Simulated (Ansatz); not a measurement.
# Lattice dynamics of NiO2 monolayer (1T), part 2 of 2

Wanted: vibrations and spectra of NiO2 monolayer (1T); the cell is already relaxed. After the zone centre comes a 6×6×1 q mesh on a 12×12×1 k mesh.

Ansatz 0.2.0; DFT PBEsol, scalar-relativistic, plane waves, PAW; PAW set soft_1.

So far. Step 2 (Linear response at the zone centre): Before it was imposed, the acoustic sum rule was missed by 1.5e-4 eV/Å² and the charge sum rule by 9.4e-4 e. Small misses are needed for a sound result but don't prove that mesh and cutoff are converged. The lowest optical mode is real, 497 cm⁻¹.

## Step 3: Phonons on a q mesh

Stability and thermal properties need the whole zone. Linear response on a 6×6×1 q mesh gives force constants as far as a supercell of that size would, and the tensors from the zone-centre run are typed in so that the long-range dipole term is interpolated apart.

File input.yaml:

```yaml
crystal:
  lattice:
    - [2.783506459, 0.0, 0.0]
    - [-1.3917532295, 2.4105873051, 0.0]
    - [0.0, 0.0, 28.308]
  atoms:
    - { symbol: Ni, position: [0.0, 0.0, 0.3532570298] }
    - { symbol: O, position: [0.3333333333, 0.6666666667, 0.3862285561] }
    - { symbol: O, position: [0.6666666667, 0.3333333333, 0.3202855036] }
  periodic: [true, true, false]
kpoints:
  mp_grid: { grid: [12, 12, 1] }
hamiltonian:
  xc: pbesol
  pseudopotentials: { kind: paw, azcp: { folder: soft_1 }, xc_functional: pbe }
scf:
  occupations: { method: fixed }
output:
  eigenvalues: true
phonons:
  method: dfpt
  qmesh: [6, 6, 1]
  temperatures: { t_max: 1000, t_step: 50 }
  qpath:
    path:
      - [0.0, 0.0, 0.0]
      - [0.5, 0.0, 0.0]
      - [0.33333333, 0.33333333, 0.0]
      - [0.0, 0.0, 0.0]
    npoints: 10
  isolated: true
  non_analytic_term:
    high_frequency_dielectric_tensor: [[3.1875, 0.0, 0.0], [0.0, 3.1875, 0.0], [0.0, 0.0, 1.1073]]
    born_effective_charges:
      - { species: Ni, tensor: [[3.6858, 0.0, 0.0], [0.0, 3.6858, 0.0], [0.0, 0.0, 0.1904]] }
      - { species: O, tensor: [[-1.8429, 0.0, 0.0], [0.0, -1.8429, 0.0], [0.0, 0.0, -0.0952]] }
      - { species: O, tensor: [[-1.8429, 0.0, 0.0], [0.0, -1.8429, 0.0], [0.0, 0.0, -0.0952]] }
    source: "zone-centre run at this cell"
```

Run with:

```sh
> ansatz run input.yaml --threads 8 --pin off --max-ram 16384MiB --backend cpu --events-out ev --progress --plain --runs-dir out
```

Numbers of over 12 decimals in the logs are rounded to 6 here.

Log:

```text
Warning: phonons: the dynamical matrix that this run interpolates holds no multipole term above the dipole-dipole one, and a site of this crystal is no centre of inversion, so its interpolated transverse optical and acoustic branches and sound speeds can stay off near Gamma, and the density of states and the thermodynamics with them. What a run solves at a wave vector of phonons.qpoints, Gamma apart, where the deck admits one, is free of this, and under fd what a larger phonons.supercell samples
[...]
Crystal: 3 atoms, lattice volume = 189.943 Å³
Basis set: ecut = 420 eV, 3755 PW (Γ), exchange–correlation on 40×40×384 points (8 copies of the dense FFT grid, shifted against one another)
Bands: 19, of which v1, the nominal top of the filled ones, is band 15 counted from 1 (14 counted from 0)
Symmetry: 12 space group operations
k-points: 19 of 144 (irreducible under 6 space group operations, time reversal used)
[...]
SCF iter   1: F=—  HF=-6925.276600 eV  |F-HF|=—  |Δ(HF+E_count)|=         —  Δρ=8.93e-2  dr2=1.06e1  ethr=3.10e-3  ⟨swp⟩=6.4  Hψ=1885  notcnv=0  defer=38
[...]
SCF iter  13: F=-6923.841797 eV  HF=-6923.841797 eV  |F-HF|=5.73e-11  |Δ(HF+E_count)|=  2.64e-11  Δρ=7.63e-8  dr2=8.63e-12  ethr=1.00e-12  ⟨swp⟩=20.4  Hψ=3301  notcnv=0
SCF 1 converged in 13 iterations: F = -6923.841797 eV  dr2 = 8.63e-12
[...]
NSCF: frozen V_eff on 19 k-points
[...]
DFPT response loops at q = (0, 0, 0) (fractional): preconditioner auto → none (the input reference at scf.mixing.eps_inf says where Resta's filter doesn't serve); β = 0.50; Broyden in place of MSR1
[...]
SCF converged after 13 iterations
Free energy (F): -6923.841797 eV
[...]
Internal energy: -6923.841797 eV  (E = F + TS)
E sigma→0 (E₀):  -6923.841797 eV
Fermi energy:    -8.053326 eV
[...]
--- Band table (eV; the first three rows and the last of 19) ---
  k-point 0: bands = [... 11 lower, -9.3853, -9.0460, -9.0460, -8.1248, -5.5946, -5.5946, -0.6929, -0.2641]
  k-point 1: bands = [... 11 lower, -9.2445, -9.1409, -8.8936, -8.0646, -5.8370, -5.6515, -0.4655, -0.0923]
  k-point 2: bands = [... 11 lower, -9.3367, -8.8412, -8.7102, -8.0736, -6.3868, -5.7686, 0.1526, 0.4146]
  k-point 18: bands = [... 11 lower, -10.8443, -9.7453, -8.6794, -8.6794, -6.3877, -6.3877, 6.5023, 6.6225]
--- Phonons (Γ-DFPT): 6 representative perturbations + reference (Σ response iterations 34) ---
  ASR residual: 1.376e-4 → 0.000e0 eV/Å²; symmetrization residual: 4.358e-6 eV/Å²
[...]
ASR residual per site (eV/Å²): 1.38e-4 5.17e-5 5.06e-5
  Γ frequencies (cm⁻¹): 0.00 0.00 0.00 496.66 496.66 571.47 578.94 578.94 659.35
--- Phonons (arbitrary-q DFPT): 7 irreducible q on the 6×6×1 mesh ---
  q = [0.0000, 0.0000, 0.0000] (star 1, of the zone-centre solve; hermiticity 2.63e-7, symmetrization 7.94e-13, taken by the last average 3.41e-8): -0.00 -0.00 0.00 496.66 496.66 571.47 578.94 578.94 659.35
  q = [0.0000, 0.1667, 0.0000] (star 6, 9 solved perturbations on 78 of 144 k-point pairs; hermiticity 4.06e-7, symmetrization 2.04e-11, taken by the last average 3.73e-8): 51.63 118.30 186.53 508.82 522.39 569.82 578.11 615.95 642.33
[...]
q = [0.1667, 0.1667, 0.0000] (star 6, 6 solved perturbations in 666 linear systems a pass and spin channel, the states on 144 of 144 k-point pairs; hermiticity 7.54e-8, symmetrization 5.26e-11, taken by the last average 6.42e-8): 125.11 216.90 303.41 531.43 531.66 553.23 587.24 594.06 622.80
[...]
sum rule: each row above includes the acoustic sum rule's correction from the zone centre's row sums; it moved no ω² by more than (0.94 cm⁻¹)²
  mesh force constants: q→R imaginary residual 1.28e-18; ASR residual 1.376e-4 → 0.000e0 eV/Å²; symmetrization residual 2.842e-14 eV/Å²
  interpolated dispersion: 31 rows × 9 modes
  density of states and harmonic sums: on the 30×30×1 q-mesh, interpolated from the force constants of a 6×6×1 supercell (with the dipole–dipole term of supplied tensors)
  largest difference from the sums on the solved wave vectors: F 2.53e-2 eV, S 3.22e-5 and C_V 6.87e-6 eV/K
  zero-point energy: 0.255699 eV/cell   skipped modes (ω ≤ 0): 3   left out of the sums: 3.70e-4 of the cell's modes: C_V's classical limit lies that fraction below 3 k_B per atom; for a crystal, a wire or a layer, F and S can be off by more, and a phonons.interpolated_qmesh denser along its periods is the remedy for the sampling
```

Elapsed: 3.1 min, on 8 threads of Arm Neoverse V2, shared host; peak memory 1.6 GiB.

This step gave:

```yaml
sum_rule_residual_before_enforcement: 1.38e-4 eV/Å²
lowest_frequency_on_the_path: 0 cm⁻¹
highest_frequency_on_the_path_or_at_a_solved_wavevector: 659.4 cm⁻¹
mean_frequency: 458.4 cm⁻¹
lowest_mode_on_the_q_mesh_acoustic_modes_at_gamma_apart: 51.63 cm⁻¹
zero_point_energy_per_atom: 85.23 meV
heat_capacity_at_300_k: 16.64 J/(mol atoms K)
vibrational_entropy_at_300_k: 13.13 J/(mol atoms K)
```

Frequencies (cm⁻¹) solved at each irreducible wavevector; negative means imaginary. Frequencies by wavevector, by row:

```csv
q in reciprocal lattice units,star,mode 1,mode 2,mode 3,mode 4,mode 5,mode 6,mode 7,mode 8,mode 9
0 0 0,1,0,0,0,496.7,496.7,571.5,578.9,578.9,659.4
0 0.1667 0,6,51.6,118.3,186.5,508.8,522.4,569.8,578.1,616,642.3
0 0.3333 0,6,163.8,234,348.7,505,523.3,562.2,565.2,595.8,635.3
0 -0.5 0,3,238.9,301.5,443.9,455.6,468.8,570.8,579.2,585.8,630.1
0.1667 0.1667 0,6,125.1,216.9,303.4,531.4,531.7,553.2,587.2,594.1,622.8
0.1667 0.3333 0,12,216,320.2,412,484.3,504.8,564.6,584.2,595.6,608.2
0.3333 0.3333 0,2,239.3,403.1,403.1,498.7,498.7,537.2,594.9,594.9,597.3
```

Interpolated from a 6×6×1 q mesh, with the LO-TO term (at Γ the limit along the path; where Γ stands inside the path, tables give the limit on arrival). Phonon branches along the path, in cm⁻¹:

```csv
point,branch 1,branch 2,branch 3,branch 4,branch 5,branch 6,branch 7,branch 8,branch 9
Γ,0,0,0,497,497,572,579,579,659
halfway,104,177,272,517,539,560,571,595,642
M,239,302,444,456,469,571,579,586,630
halfway,235,338,442,463,492,567,585,595,606
K,239,403,403,499,499,537,595,595,597
halfway,125,217,303,531,532,553,587,594,623
Γ,0,0,0,497,497,572,579,579,659
```

The phonon branches as a text plot (rows in cm⁻¹):

```
    646 |***************                                   ******
    618 | ******        ************         *******************
    591 |***  *********************************************  ****
    563 |*****************************         ******************
    536 |       ******                *******************
    508 |***************            *********  *****     ********
    481 |               *****************  ****
    453 |                   ********
    426 |                 **        *****  **
    398 |               **              ***  *****
    371 |             **             ***   **
    343 |                          **        **   **
    316 |           **        *****            ***  **
    288 |                 ****
    261 |         **    **                        **  ***
    234 |       **    **  *********************
    206 |           **  **                     ***  **
    179 |     **  **  **                              *****
    151 |       **  **                            **
    124 |   **                                      **   ****
     96 |     **  **                                  ***  **
     69 | ****  **                                           ***
     41 | **  **                                         **  ***
     14 |*****                                             ******
         Γ                   M           K                      Γ
```

Tetrahedra on a 30×30×1 mesh, mean over bins of 10 cm-1. Interpolated from a 6×6×1 q mesh. Phonon density of states against wavenumber; read off at these points:

wavenumber (cm⁻¹), phonon density of states (1/cm⁻¹/cell) and a bar:
```
        5     0.0017 #
       25     0.0024 #
       55     0.0034 #
       75     0.0039 #
       95     0.0045 ##
      115     0.0052 ##
      145     0.0062 ##
      165     0.0071 ###
      185     0.0082 ###
      205     0.0099 ####
      235     0.0231 #########
      255     0.0054 ##
      275     0.0063 ##
      305     0.0098 ####
      325     0.0070 ###
      345     0.0063 ##
      365     0.0060 ##
      395     0.0057 ##
      415     0.0111 ####
      435     0.0073 ###
      465     0.0073 ###
      485     0.0241 #########
      505     0.0336 #############
      515     0.0387 ###############
      525     0.0280 ###########
      555     0.0327 ############
      575     0.0710 ###########################
      595     0.0801 ##############################
      615     0.0205 ########
      625     0.0319 ############
      645     0.0109 ####
      665     0.0000
```

The partial phonon density of states has structure finer than the step of the table below, so its rows give means over 20 cm⁻¹, whole bins alone (the curve runs from -10 to 689 cm⁻¹). Peaks (cm⁻¹: height): Ni 183.5: 0.00697, 231.8: 0.0131, 280.2: 0.00725, 306.6: 0.0083, 341.8: 0.00554, 416.5: 0.00704, 570.4: 0.0127; O 517.6: 0.0335, 592.4: 0.0666.

Phonopy on the run's constants, 21x21x1 mesh, Gaussian sigma 5.0 cm-1. Interpolated from a 6×6×1 q mesh. Partial phonon density of states against wavenumber; means over each step; values in 1/cm⁻¹/cell:

```csv
wavenumber (cm⁻¹),Ni,O
0,8.0e-4,4.4e-4
20,0.00127,7.3e-4
40,0.00171,9.9e-4
60,0.00241,0.00140
80,0.00229,0.00136
100,0.00325,0.00191
120,0.00327,0.00192
140,0.00366,0.00213
160,0.00445,0.00255
180,0.00529,0.00295
200,0.00559,0.00295
220,0.00970,0.00474
240,0.00896,0.00412
260,0.00346,0.00177
280,0.00531,0.00250
300,0.00600,0.00246
320,0.00496,0.00209
340,0.00499,0.00220
360,0.00407,0.00185
380,0.00385,0.00191
400,0.00412,0.00223
420,0.00596,0.00317
440,0.00319,0.00289
460,0.00197,0.00464
480,0.00181,0.0175
500,0.00183,0.0270
520,0.00168,0.0305
540,0.00237,0.0168
560,0.00986,0.0280
580,0.0103,0.0520
600,0.00729,0.0423
620,0.00753,0.0169
640,0.00600,0.0117
660,7.5e-4,0.00139
```

Harmonic thermodynamic functions per atom, from the density of states. Interpolated from a 6×6×1 q mesh. Thermodynamic functions, by row:

```csv
T (K),F_vib (meV/atom),S (J/mol-atom/K),C_V (J/mol-atom/K)
0,85.23,0,0
100,84.17,2.532,3.907
200,79.15,7.457,11.24
300,68.47,13.13,16.64
400,52.09,18.37,19.63
500,30.62,22.95,21.31
600,4.72,26.93,22.33
700,-25.04,30.43,22.98
800,-58.22,33.53,23.41
900,-94.43,36.3,23.72
1000,-133.4,38.81,23.94
```

Symmetry leaves 7 wavevectors to solve. The lowest mode among them, the acoustic zeros apart, lies at q = (0, 0.167, 0) and is real, 51.6 cm⁻¹.

## Step 4: Isotope substitution, element Ni, natural mass 58.6934 amu

An isotope changes the mass and not the force constants, so no new electronic calculation is needed; the shifts show which modes move this element.

The same force constants with the mass of Ni changed from 58.693 to 63.928 u (phonopy, no LO-TO term). Both lists are sorted by frequency; levels can cross, so a row need not hold one and the same mode. Modes under 3 cm⁻¹ are left out. Isotope shifts, by row:

```csv
q,rank,natural mass (cm⁻¹),changed mass (cm⁻¹)
0 0 0,4,496.7,496.7
0 0 0,5,496.7,496.7
0 0 0,6,571.5,570.5
0 0 0,7,578.9,570.5
0 0 0,8,578.9,571.5
0 0 0,9,659.4,649.8
0 0.1667 0,1,51.64,50.25
0 0.1667 0,2,118.3,115
0 0.1667 0,3,186.5,181.4
0 0.1667 0,4,508.8,508.8
0 0.1667 0,5,522.4,522
0 0.1667 0,6,569.8,561.5
0 0.1667 0,7,578.1,577.7
0 0.1667 0,8,616,607.1
0 0.1667 0,9,642.3,633.1
0 0.3333 0,1,163.8,159.3
0 0.3333 0,2,234,227.3
0 0.3333 0,3,348.7,339.4
0 0.3333 0,4,505,503.9
0 0.3333 0,5,523.3,518.6
0 0.3333 0,6,562.2,555.9
0 0.3333 0,7,565.2,561.2
0 0.3333 0,8,595.8,595.4
0 0.3333 0,9,635.3,626.7
0 -0.5 0,1,238.9,231.4
0 -0.5 0,2,301.5,291.6
0 -0.5 0,3,443.9,439.1
0 -0.5 0,4,455.6,443.9
0 -0.5 0,5,468.8,468.8
0 -0.5 0,6,570.8,565.5
0 -0.5 0,7,579.2,575.8
0 -0.5 0,8,585.8,585.8
0 -0.5 0,9,630.1,623.4
```

A mode of this element alone would shift by -4.18 %. The highest zone-centre frequency without the field goes from 659.4 to 649.8 cm⁻¹ (-1.5 %). The product of the frequency ratios over all optical modes at Γ is 0.957; the product rule, (m/m′)^(3k/2) (M′/M)^(3/2) with k = 1 such atoms and M the mass of the cell, gives 0.957.

## Step 5: Another isotope, element O, natural mass 15.999 amu

The same for O, from 16.00 to 18.00 u.

A mode of this element alone would shift by -5.72 %. The highest zone-centre frequency without the field goes from 659.4 to 635.2 cm⁻¹ (-3.7 %). The product of the frequency ratios over all optical modes at Γ is 0.749; the product rule, (m/m′)^(3k/2) (M′/M)^(3/2) with k = 2 such atoms and M the mass of the cell, gives 0.749.

## Step 6: Summary of results

```json
{
 "space group (within 0.01 Å)": "P-3m1",
 "area per atom": "2.24 Å²",
 "gap on the k-mesh": "1.30 eV",
 "highest optical mode at the zone centre (no LO-TO term)": "659 cm⁻¹",
 "lowest optical zone-centre mode": "497 cm⁻¹",
 "largest Born charge (third of the trace)": "2.52 e",
 "lowest mode on the q mesh (acoustic modes at Γ apart)": "51.6 cm⁻¹",
 "highest frequency on the path or at a solved wavevector": "659 cm⁻¹",
 "zero-point energy per atom": "85.2 meV",
 "heat capacity at 300 K": "16.6 J/(mol atoms K)",
 "vibrational entropy at 300 K": "13.1 J/(mol atoms K)",
 "imaginary modes on the 6×6×1 q mesh": "none"
}
```

In words: The structure is a minimum as far as tested: no mode is imaginary at the 7 irreducible wavevectors of the 6×6×1 mesh, and the softest away from the acoustic zeros lies at 52 cm⁻¹. Without the field, the optical modes at Γ span 497 to 659 cm⁻¹. The highest mode in this list at Γ, 659.4 cm⁻¹, has its largest share on O (65 % of the kinetic energy). The strongest infrared line is at 579 cm⁻¹. Averaged over orientations, the strongest Raman line at 532 nm and 300 K is at 497 cm⁻¹. The tensors are the static, non-resonant ones, while 532 nm light (2.33 eV) lies above the computed gap. In a sheet or slab the interpolated bending branch near Γ is rough, since the rotational sum rule isn't imposed. Dielectric tensors refer to the cell with its vacuum. The PAW files were made for PBE and serve the other functionals too. The starting cell was built on a prototype and not taken from a measurement. These are harmonic frequencies at zero temperature: anharmonic shifts, linewidths and thermal expansion are left out.

[Logs are printed without paths, hosts, clocks, repeated set-up lines and the standing remarks that a program may print on its own settings, such as how far it seeks lower states.]

[Hosts, paths, dates, database ids (printed as entryN), source tags and the programs' standing remarks are cut or masked in the printed files.]
